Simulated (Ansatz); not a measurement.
# Y on Cr(110): change of the work function

How does one ordered layer of Y (longbridge site) change the work function of Cr(110), and what dipole does each adsorbate carry?

Program: Ansatz 0.2.0. Level of theory: plane-wave DFT, PBE-D3(BJ), Ansatz PAW, in the first sound run; inputs show where later runs differ. Values are calculated unless marked as measured.

**1. The system as given**

The cell holds 4 atoms: 4 Cr. Cell: a = 2.494 Å, b = 2.494 Å, c = 24.109 Å, α = 90.0°, β = 90.0°, γ = 70.5°. Vacuum lies along c.

**2. The clean slab**

The bare slab comes first, as the zero from which every change is counted. The two lowest layers are held at bulk places and the upper ones relax. The dipole correction removes the false field that a one-sided slab makes across the periodic vacuum, so each face gets a flat vacuum level of its own.

Input file input.yaml:

```yaml
crystal:
  lattice:
    - [2.0364675298, -1.44, 0.0]
    - [2.0364675298, 1.44, 0.0]
    - [0.0, 0.0, 24.1094025895]
  atoms:
    - { symbol: Cr, position: [0.0, 0.0, 0.3732983415] }
    - { symbol: Cr, position: [0.5, 0.5, 0.4577661138] }
    - { symbol: Cr, position: [0.0, 0.0, 0.5422338862] }
    - { symbol: Cr, position: [0.5, 0.5, 0.6267016585] }
kpoints:
  mp_grid: { grid: [13, 13, 1] }
hamiltonian:
  xc: pbe
  dispersion: d3bj
scf:
  occupations: { method: fermi_dirac, width: 0.1 }
  convergence: { dr2_threshold: 1.0e-08 }
efield:
  axis: 3
  dipole_correction: true
  ramp_position: 0.97
  ramp_width: 0.06
relax:
  f_tol: 0.02
  max_steps: 60
  constraints: [{ sites: [0, 1] }]
output:
  write_potential: true
  write_density: true
  volumetric_format: npy
```

The run is started by

```bash
> ansatz run input.yaml --threads 4 --pin off --max-ram 6144MiB --backend cpu --events-out ev --progress --plain --runs-dir out
```

Log:

```text
Engine: ansatz 0.2.0, aarch64-unknown-linux-gnu
Pseudopotentials: kind: paw
Pseudopotential: Cr, paw, valence charge 14, recommended cutoff 420 eV (normal), Cr.paw.azcp
Functional definition: PBE
  parameter kappa = 0.804
  parameter beta = 0.066725
  exchange = pbe_x(kappa = kappa, mu = beta*pi^2/3)
  correlation = pbe_c(beta = beta)
Crystal: 4 atoms, lattice volume = 141.402 Å³
Basis set: ecut = 420 eV, 2751 PW (Γ), exchange–correlation on 36×36×324 points (8 copies of the dense FFT grid, shifted against one another)
Bands: 34, of which v1, the nominal top of the filled ones, is band 28 counted from 1 (27 counted from 0)
Symmetry: 4 space group operations
k-points: 49 of 169
Non-local potential: Cr, projectors of the file, l = 0: 3, l = 1: 2, l = 2: 3, l = 3: 1
PAW form: soft (Blöchl's): semilocal exchange-correlation on the pseudo side does not see the compensation charge
PAW one-centre angular grid: Cr, 590 points (default); XC on 64 Gauss nodes
Initial density: superposition of atomic densities (neutral atoms: chi_scale 0, normalization atom), corrected by the library's trained network
Initial wavefunctions: pseudopotential atomic-orbital guess
Functional: x = pbe(κ = 0.804, μ = 0.219515), c = pbe(β = 0.066725)
SCF iter   1: F=—  HF=-13509.896345 eV  |F-HF|=—  |Δ(HF+E_count)|=         —  Δρ=2.68e-3  dr2=6.33e-2  ethr=1.77e-3  p=0.000 e·Å  D=3.33e-13 V/Å  ΔV_dip=-0.00 eV  dr2_dipole=5.96e-9  V_vac-E_F(+/−)=4.45/4.45 eV  ⟨swp⟩=7.8  Hψ=16659  notcnv=0
efield: sawtooth ramp at fractional position 0.9700 (set: `efield.ramp_position`, or a place that a band, a saddle search or an elastic batch's reference lends), width 0.0600; the density the first Hamiltonian is built on has a dipole p = 0.000 e·Å; the dipole correction subtracts the counter field D = 3.33e-13 V/Å, which shifts the + side's vacuum level by -0.00 eV against the − side's; the planar-averaged density in the ramp window peaks in size at 2.1e-5 e/Å³
automatic band count: the SCF goes on with 40 bands, as 34 were too few: the levels above may hold too much charge
preconditioner: auto → LDOS  [metal: Δε(μ)=0.010 eV  Ē_g=4.004 eV  σ=0.100 eV  W_gap=0.03  n_scr=16 (ndim 8)  ℏωp=15.3 eV  f_vac=0.593  D(μ)=4.70/eV (n_scr^D=18)  β→1.0]
SCF iter   2: F=—  HF=-13509.900581 eV  |F-HF|=—  |Δ(HF+E_count)|=   4.24e-3  Δρ=3.70e-3  dr2=1.79e-2  ethr=1.13e-4  p=-0.000 e·Å  D=-2.60e-5 V/Å  ΔV_dip=0.00 eV  dr2_dipole=1.58e-7  V_vac-E_F(+/−)=4.82/4.82 eV  ⟨swp⟩=2.3  Hψ=3973  notcnv=0
SCF iter   3: F=—  HF=-13509.896724 eV  |F-HF|=—  |Δ(HF+E_count)|=   3.86e-3  Δρ=1.58e-3  dr2=4.54e-3  ethr=3.19e-5  p=0.000 e·Å  D=7.11e-7 V/Å  ΔV_dip=-0.00 eV  dr2_dipole=3.47e-9  V_vac-E_F(+/−)=4.80/4.80 eV  ⟨swp⟩=3.1  Hψ=4195  notcnv=0
SCF iter   4: F=—  HF=-13509.896374 eV  |F-HF|=—  |Δ(HF+E_count)|=   3.50e-4  Δρ=3.38e-4  dr2=4.56e-4  ethr=8.10e-6  p=0.000 e·Å  D=4.75e-6 V/Å  ΔV_dip=-0.00 eV  dr2_dipole=1.50e-8  V_vac-E_F(+/−)=4.84/4.84 eV  ⟨swp⟩=1.7  Hψ=2113  notcnv=0
SCF iter   5: F=—  HF=-13509.896386 eV  |F-HF|=—  |Δ(HF+E_count)|=   1.23e-5  Δρ=8.97e-5  dr2=3.52e-5  ethr=8.15e-7  p=0.000 e·Å  D=2.85e-6 V/Å  ΔV_dip=-0.00 eV  dr2_dipole=7.07e-8  V_vac-E_F(+/−)=4.89/4.89 eV  ⟨swp⟩=2.1  Hψ=2730  notcnv=0
SCF iter   6: F=—  HF=-13509.896326 eV  |F-HF|=—  |Δ(HF+E_count)|=   6.00e-5  Δρ=8.55e-5  dr2=2.34e-5  ethr=6.29e-8  p=0.000 e·Å  D=3.48e-6 V/Å  ΔV_dip=-0.00 eV  dr2_dipole=2.35e-8  V_vac-E_F(+/−)=4.90/4.90 eV  ⟨swp⟩=3.2  Hψ=3222  notcnv=0
SCF iter   7: F=—  HF=-13509.896326 eV  |F-HF|=—  |Δ(HF+E_count)|=   1.92e-7  Δρ=2.01e-5  dr2=9.11e-7  ethr=4.18e-8  p=0.000 e·Å  D=7.18e-7 V/Å  ΔV_dip=-0.00 eV  dr2_dipole=2.06e-9  V_vac-E_F(+/−)=4.90/4.90 eV  ⟨swp⟩=2.0  Hψ=2579  notcnv=0
SCF iter   8: F=—  HF=-13509.896314 eV  |F-HF|=—  |Δ(HF+E_count)|=   1.20e-5  Δρ=1.43e-5  dr2=4.53e-7  ethr=1.63e-9  p=0.000 e·Å  D=8.80e-7 V/Å  ΔV_dip=-0.00 eV  dr2_dipole=3.27e-9  V_vac-E_F(+/−)=4.90/4.90 eV  ⟨swp⟩=3.2  Hψ=3499  notcnv=0
SCF iter   9: F=—  HF=-13509.896314 eV  |F-HF|=—  |Δ(HF+E_count)|=   9.91e-8  Δρ=5.40e-6  dr2=9.90e-8  ethr=8.09e-10  p=0.000 e·Å  D=3.07e-7 V/Å  ΔV_dip=-0.00 eV  dr2_dipole=9.63e-11  V_vac-E_F(+/−)=4.90/4.90 eV  ⟨swp⟩=2.3  Hψ=2534  notcnv=0
SCF iter  10: F=-13509.896314 eV  HF=-13509.896314 eV  |F-HF|=2.22e-9  |Δ(HF+E_count)|=   4.25e-8  Δρ=1.42e-6  dr2=5.28e-9  ethr=1.79e-11  p=0.000 e·Å  D=1.45e-7 V/Å  ΔV_dip=-0.00 eV  dr2_dipole=1.82e-12  V_vac-E_F(+/−)=4.90/4.90 eV  ⟨swp⟩=8.4  Hψ=12603  notcnv=0
SCF 1 converged in 10 iterations: F = -13509.896314 eV  dr2 = 5.28e-9
  greatest PAW one-centre occupation: 1.000 electrons in one spin orbital (limit 2), on the Cr atom at site 2 (counted from 0), in its partial waves of l = 0
relax step   1: F+E_penalty+E_count = -13509.89631443 eV  Δ(F+E_penalty+E_count) = +0.000e0 eV  max|allowed force component| = 8.406e-1 eV/Å  Δτ_max = 0.0000 Å  (10 SCF iters, accepted)
Bands: 40, of which v1, the nominal top of the filled ones, is band 28 counted from 1 (27 counted from 0)
Initial density: handed on by an earlier stage of this run
Initial wavefunctions: those handed on with the density
SCF iter   1: F=—  HF=-13510.030610 eV  |F-HF|=—  |Δ(HF+E_count)|=         —  Δρ=2.09e-2  dr2=2.10e0  ethr=3.10e-3  p=-0.000 e·Å  D=-7.81e-7 V/Å  ΔV_dip=0.00 eV  dr2_dipole=2.76e-1  V_vac-E_F(+/−)=4.90/4.90 eV  ⟨swp⟩=4.5  Hψ=5495  notcnv=0
efield: sawtooth ramp at fractional position 0.9700 (set: `efield.ramp_position`, or a place that a band, a saddle search or an elastic batch's reference lends), width 0.0600; the density the first Hamiltonian is built on has a dipole p = -0.000 e·Å; the dipole correction subtracts the counter field D = -7.81e-7 V/Å, which shifts the + side's vacuum level by +0.00 eV against the − side's; the planar-averaged density in the ramp window peaks in size at 5.8e-6 e/Å³
preconditioner: auto → LDOS  [metal: Δε(μ)=0.038 eV  Ē_g=4.108 eV  σ=0.100 eV  W_gap=0.09  n_scr=16 (ndim 8)  ℏωp=15.3 eV  f_vac=0.596  D(μ)=5.02/eV (n_scr^D=18)  β→1.0]
SCF iter   2: F=—  HF=-13509.990313 eV  |F-HF|=—  |Δ(HF+E_count)|=   4.03e-2  Δρ=1.18e-2  dr2=2.26e-1  ethr=3.10e-3  p=0.001 e·Å  D=1.70e-3 V/Å  ΔV_dip=-0.04 eV  dr2_dipole=4.58e-4  V_vac-E_F(+/−)=4.91/4.95 eV  ⟨swp⟩=2.0  Hψ=2754  notcnv=0
SCF iter   3: F=—  HF=-13509.972770 eV  |F-HF|=—  |Δ(HF+E_count)|=   1.75e-2  Δρ=7.93e-3  dr2=9.00e-2  ethr=4.04e-4  p=0.005 e·Å  D=5.93e-3 V/Å  ΔV_dip=-0.14 eV  dr2_dipole=1.05e-3  V_vac-E_F(+/−)=4.77/4.92 eV  ⟨swp⟩=2.6  Hψ=3720  notcnv=0
[...]
SCF iter   8: F=—  HF=-13509.963233 eV  |F-HF|=—  |Δ(HF+E_count)|=   6.50e-5  Δρ=2.48e-5  dr2=1.51e-6  ethr=6.11e-9  p=0.003 e·Å  D=3.90e-3 V/Å  ΔV_dip=-0.09 eV  dr2_dipole=1.18e-7  V_vac-E_F(+/−)=4.82/4.92 eV  ⟨swp⟩=3.2  Hψ=3788  notcnv=0
SCF iter   9: F=—  HF=-13509.963233 eV  |F-HF|=—  |Δ(HF+E_count)|=   1.99e-7  Δρ=9.68e-6  dr2=3.13e-7  ethr=2.69e-9  p=0.003 e·Å  D=3.90e-3 V/Å  ΔV_dip=-0.09 eV  dr2_dipole=4.85e-8  V_vac-E_F(+/−)=4.82/4.92 eV  ⟨swp⟩=2.7  Hψ=2620  notcnv=0
SCF iter  10: F=—  HF=-13509.963234 eV  |F-HF|=—  |Δ(HF+E_count)|=   1.71e-7  Δρ=4.63e-6  dr2=4.17e-8  ethr=5.59e-10  p=0.003 e·Å  D=3.89e-3 V/Å  ΔV_dip=-0.09 eV  dr2_dipole=4.82e-10  V_vac-E_F(+/−)=4.82/4.92 eV  ⟨swp⟩=2.8  Hψ=2875  notcnv=0
SCF iter  11: F=-13509.963234 eV  HF=-13509.963234 eV  |F-HF|=5.33e-10  |Δ(HF+E_count)|=   7.10e-9  Δρ=1.71e-6  dr2=5.25e-9  ethr=1.79e-11  p=0.003 e·Å  D=3.89e-3 V/Å  ΔV_dip=-0.09 eV  dr2_dipole=8.90e-12  V_vac-E_F(+/−)=4.82/4.92 eV  ⟨swp⟩=10.0  Hψ=12193  notcnv=0
SCF 2 converged in 11 iterations: F = -13509.963234 eV  dr2 = 5.25e-9
relax step   2: F+E_penalty+E_count = -13509.96323364 eV  Δ(F+E_penalty+E_count) = -6.692e-2 eV  max|allowed force component| = 3.653e-1 eV/Å  Δτ_max = 0.1342 Å  (11 SCF iters, accepted)
iter 1 solved again at ethr=7.00e-4 eV; its pass at ethr=3.10e-3 eV (dr2=3.92e-1 eV) is discarded
SCF iter   1: F=—  HF=-13509.990570 eV  |F-HF|=—  |Δ(HF+E_count)|=         —  Δρ=9.89e-3  dr2=3.67e-1  ethr=7.00e-4  p=0.003 e·Å  D=3.89e-3 V/Å  ΔV_dip=-0.09 eV  dr2_dipole=1.45e-2  V_vac-E_F(+/−)=4.83/4.93 eV  ⟨swp⟩=1.5  Hψ=6775  notcnv=0
efield: sawtooth ramp at fractional position 0.9700 (set: `efield.ramp_position`, or a place that a band, a saddle search or an elastic batch's reference lends), width 0.0600; the density the first Hamiltonian is built on has a dipole p = 0.003 e·Å; the dipole correction subtracts the counter field D = 3.89e-3 V/Å, which shifts the + side's vacuum level by -0.09 eV against the − side's; the planar-averaged density in the ramp window peaks in size at 8.6e-6 e/Å³
preconditioner: auto → LDOS  [metal: Δε(μ)=0.043 eV  Ē_g=4.146 eV  σ=0.100 eV  W_gap=0.11  n_scr=16 (ndim 8)  ℏωp=15.3 eV  f_vac=0.601  D(μ)=4.76/eV (n_scr^D=18)  β→1.0]
SCF iter   2: F=—  HF=-13509.981711 eV  |F-HF|=—  |Δ(HF+E_count)|=   8.86e-3  Δρ=6.53e-3  dr2=8.40e-2  ethr=6.56e-4  p=0.004 e·Å  D=5.33e-3 V/Å  ΔV_dip=-0.13 eV  dr2_dipole=2.72e-4  V_vac-E_F(+/−)=4.80/4.93 eV  ⟨swp⟩=2.0  Hψ=2546  notcnv=0
SCF iter   3: F=—  HF=-13509.976425 eV  |F-HF|=—  |Δ(HF+E_count)|=   5.29e-3  Δρ=3.40e-3  dr2=1.69e-2  ethr=1.50e-4  p=0.006 e·Å  D=7.04e-3 V/Å  ΔV_dip=-0.17 eV  dr2_dipole=1.26e-4  V_vac-E_F(+/−)=4.76/4.93 eV  ⟨swp⟩=2.1  Hψ=3185  notcnv=0
SCF iter   4: F=—  HF=-13509.974858 eV  |F-HF|=—  |Δ(HF+E_count)|=   1.57e-3  Δρ=4.54e-4  dr2=7.86e-4  ethr=3.02e-5  p=0.005 e·Å  D=6.36e-3 V/Å  ΔV_dip=-0.15 eV  dr2_dipole=1.21e-4  V_vac-E_F(+/−)=4.77/4.93 eV  ⟨swp⟩=2.0  Hψ=2576  notcnv=0
SCF iter   5: F=—  HF=-13509.974782 eV  |F-HF|=—  |Δ(HF+E_count)|=   7.63e-5  Δρ=1.59e-4  dr2=1.70e-4  ethr=1.40e-6  p=0.005 e·Å  D=6.36e-3 V/Å  ΔV_dip=-0.15 eV  dr2_dipole=4.16e-5  V_vac-E_F(+/−)=4.77/4.93 eV  ⟨swp⟩=2.1  Hψ=2703  notcnv=0
SCF iter   6: F=—  HF=-13509.974799 eV  |F-HF|=—  |Δ(HF+E_count)|=   1.68e-5  Δρ=2.24e-4  dr2=7.93e-5  ethr=3.03e-7  p=0.005 e·Å  D=6.41e-3 V/Å  ΔV_dip=-0.15 eV  dr2_dipole=4.00e-6  V_vac-E_F(+/−)=4.77/4.93 eV  ⟨swp⟩=2.1  Hψ=2665  notcnv=0
SCF iter   7: F=—  HF=-13509.974751 eV  |F-HF|=—  |Δ(HF+E_count)|=   4.74e-5  Δρ=8.96e-5  dr2=1.27e-5  ethr=1.42e-7  p=0.005 e·Å  D=6.41e-3 V/Å  ΔV_dip=-0.15 eV  dr2_dipole=3.41e-7  V_vac-E_F(+/−)=4.77/4.92 eV  ⟨swp⟩=2.2  Hψ=2582  notcnv=0
SCF iter   8: F=—  HF=-13509.974748 eV  |F-HF|=—  |Δ(HF+E_count)|=   3.27e-6  Δρ=1.67e-5  dr2=7.45e-7  ethr=2.26e-8  p=0.005 e·Å  D=6.45e-3 V/Å  ΔV_dip=-0.16 eV  dr2_dipole=6.78e-8  V_vac-E_F(+/−)=4.77/4.92 eV  ⟨swp⟩=2.1  Hψ=2939  notcnv=0
SCF iter   9: F=—  HF=-13509.974739 eV  |F-HF|=—  |Δ(HF+E_count)|=   9.46e-6  Δρ=1.63e-5  dr2=4.89e-7  ethr=1.33e-9  p=0.005 e·Å  D=6.46e-3 V/Å  ΔV_dip=-0.16 eV  dr2_dipole=4.31e-8  V_vac-E_F(+/−)=4.77/4.92 eV  ⟨swp⟩=3.2  Hψ=4001  notcnv=0
SCF iter  10: F=—  HF=-13509.974739 eV  |F-HF|=—  |Δ(HF+E_count)|=   1.81e-8  Δρ=4.43e-6  dr2=2.37e-8  ethr=8.74e-10  p=0.005 e·Å  D=6.45e-3 V/Å  ΔV_dip=-0.16 eV  dr2_dipole=1.00e-9  V_vac-E_F(+/−)=4.77/4.92 eV  ⟨swp⟩=1.7  Hψ=2277  notcnv=0
SCF iter  11: F=-13509.974739 eV  HF=-13509.974739 eV  |F-HF|=2.26e-9  |Δ(HF+E_count)|=   1.79e-8  Δρ=1.69e-6  dr2=5.43e-9  ethr=1.79e-11  p=0.005 e·Å  D=6.46e-3 V/Å  ΔV_dip=-0.16 eV  dr2_dipole=2.06e-10  V_vac-E_F(+/−)=4.77/4.92 eV  ⟨swp⟩=10.0  Hψ=12084  notcnv=0
SCF 3 converged in 11 iterations: F = -13509.974739 eV  dr2 = 5.43e-9
relax step   3: F+E_penalty+E_count = -13509.97473863 eV  Δ(F+E_penalty+E_count) = -1.150e-2 eV  max|allowed force component| = 1.247e-2 eV/Å  Δτ_max = 0.0701 Å  (11 SCF iters, accepted)
NSCF: frozen V_eff on 49 k-points
the band table was solved once a step of the walk had ended and its energy, with any forces and stress, was formed, with the checks that follow a solve (8441 applications of the Hamiltonian). They found nothing against the state; the energy, forces and stress were not computed again (output.eigenvalues in the input reference)
SCF converged after 11 iterations
Free energy (F): -13509.974739 eV
Harris-Foulkes:  -13509.974739 eV  (|F-HF|=2.26e-9)
Internal energy: -13509.820342 eV  (E = F + TS)
E sigma→0 (E₀):  -13509.897541 eV
Entropy (-TS):   -0.154396 eV (-38.599 meV/atom)
Fermi energy:    3.226016 eV
Dipole field:    D = 0.006479 V/Å  (p = 0.005063 e·Å, saw-weighted, corrected)
Work function:   Φ+ = 4.7688 eV   Φ− = 4.9250 eV
Levels:          The Fermi level and band energies are counted from a zero that moves with the ramp; work functions are not
--- Per-component energies (eV) ---
  E_band       = -1478.263302
  E_kinetic    = 1369.597426
  E_local      = -94611.467601  (includes V_loc(G=0)·N_el)
  E_nonlocal   = 316.663945
  E_hartree    = 46558.530900
  E_xc         = -557.052778
  E_vxc        = -710.418585  (∫ρ·V_xc dr)
  E_paw        = -4780.831402  (= ΣΔE_a)
  E_vpaw       = -959.732209  (= ΣTr[D̂ρ^β])
  E_aug_tail   = 0.001474  (compensation charges beyond the density's cutoff)
  E_efield     = 0.000016  (sawtooth field / dipole correction)
  E_vefield    = 0.023598  (∫n·V_field dr)
  E_ewald      = 38196.146723
  E_disp       = -1.409047  (pairwise vdW)
  E_smearing   = -0.154396  (= −TS)
  E_closure    = -0.000000  (closes the sum)
  Σ components = -13509.974739   (vs F -13509.974739, Δ=0.00e0)
--- Forces (eV/Å), atoms counted from 1 ---
  atom   1  Cr     0.00000000     0.00000000     0.76640095
  atom   2  Cr    -0.00000000     0.00000000    -0.78555340
  atom   3  Cr     0.00000000     0.00000000     0.01246701
  atom   4  Cr     0.00000000     0.00000000     0.00667816
  max |Σ_I F_I| component: 7.28e-6 eV/Å
--- Band table (eV; the first three rows and the last of 49) ---
  k-point 0: bands = [... 24 lower, 2.2464, 2.3410, 2.3948, 2.4035, 3.1428, 3.4719, 4.0501, 4.0677, ... 8 higher]
  k-point 1: bands = [... 24 lower, 2.0881, 2.2986, 2.4620, 2.6312, 2.9261, 3.5448, 3.7104, 3.9705, ... 8 higher]
  k-point 2: bands = [... 24 lower, 2.0020, 2.1450, 2.4201, 2.7245, 2.9846, 3.0833, 3.8737, 3.9273, ... 8 higher]
  k-point 48: bands = [... 24 lower, 2.0845, 3.4049, 3.5802, 4.0531, 4.1623, 4.3376, 4.7257, 5.1919, ... 8 higher]
--- Relaxed structure (3 steps of the walk, 3 accepted, 0 SCFs on fresh bases) ---
  F+E_penalty+E_count = -13509.97473863 eV   max|allowed force component| = 1.247e-2 eV/Å
  atoms:
    - { symbol: Cr, position: [0.0, 0.0, 0.3732983415] }
    - { symbol: Cr, position: [0.500000, 0.500000, 0.4577661138] }
    - { symbol: Cr, position: [-2.268712e-18, -2.268712e-18, 0.539932] }
    - { symbol: Cr, position: [0.500000, 0.500000, 0.618227] }
```

It took 26 s on 4 threads of Arm Neoverse V1, shared host; peak memory 0.55 GiB; 1.7 min of CPU time.

In the SCF lines HF is the Harris–Foulkes energy and dr2 the Hartree energy of the density residual, in eV; the loop may stop once dr2 is under the threshold and the program's other checks hold. Hψ counts applications of the Hamiltonian.

This run has no spin polarisation, although Cr can carry a moment.

The steps of the relaxation:

| step | energy less that of the first step (eV) | largest force component (eV/Å) |
| --- | --- | --- |
| 1 | 0.0000 | 0.8406 |
| 2 | -0.0669 | 0.3653 |
| 3 | -0.0784 | 0.0125 |

The run keeps the 4 symmetry operations that the program found, so distortions that break them were not tested.

The atoms that moved most (Å):

| atom | dx | dy | dz | length |
| --- | --- | --- | --- | --- |
| Cr4 | 0.000 | 0.000 | -0.204 | 0.204 |
| Cr3 | 0.000 | 0.000 | -0.055 | 0.055 |

Final coordinates:

```cif
data_structure
_symmetry_space_group_name_H-M 'P 1'
_symmetry_Int_Tables_number 1
_cell_length_a 2.4942
_cell_length_b 2.4942
_cell_length_c 24.1094
_cell_angle_alpha 90.000
_cell_angle_beta 90.000
_cell_angle_gamma 70.529
_cell_volume 141.40
loop_
_atom_site_label
_atom_site_type_symbol
_atom_site_fract_x
_atom_site_fract_y
_atom_site_fract_z
_atom_site_occupancy
Cr1 Cr 0.00000 0.00000 0.37330 1
Cr2 Cr 0.50000 0.50000 0.45777 1
Cr3 Cr 0.00000 0.00000 0.53993 1
Cr4 Cr 0.50000 0.50000 0.61823 1
```

This step gave:

| Property | Result |
| --- | --- |
| energy at zero smearing | -13509.8975 eV |
| work function, upper face | 4.769 eV |
| work function, lower face | 4.925 eV |
| dipole along the normal | 0.005063 e·Å |
| step between the vacuum levels | -0.1562 eV |

Running mean over 2.036 Å of the planar mean; the ramp of the sawtooth is left out. Electron's electrostatic potential energy less the Fermi level against z:

z (Å), electron's electrostatic potential energy less the Fermi level (eV) and a bar from the least value:
```
        3        4.9 ##############################
        4        4.9 ##############################
        5        4.9 ##############################
        6        4.8 ##############################
        7        3.9 ############################
        8       -3.3 ###############
        9       -9.6 ###
       10       -9.8 ###
       11      -10.0 ##
       12      -10.5 #
       13      -10.3 ##
       14      -11.2 
       15       -9.6 ###
       16       -2.4 ################
       17        3.9 ############################
       18        4.7 ##############################
       19        4.8 ##############################
       20        4.8 ##############################
       21        4.8 ##############################
```

The relaxation took 3 steps and lowered the energy by 0.078 eV; the largest force on the free atoms ends at 0.012 eV/Å.

The work function of the upper face is 4.77 eV.

(Continued in part 2 of 4.)

[Long decimals in the printed logs are rounded to 6 places.]

[Logs are printed without paths, hosts, clocks, repeated set-up lines and the standing remarks that a program may print on its own settings, such as how far it seeks lower states.]

[Hosts, paths, dates, database ids (printed as entryN), source tags and the programs' standing remarks are cut or masked in the printed files.]

[Maps of the electrostatic potential energy from Ansatz leave out the sawtooth potential of an applied field or a dipole correction, so their vacuum need not be flat; planar profiles and work functions include it.]
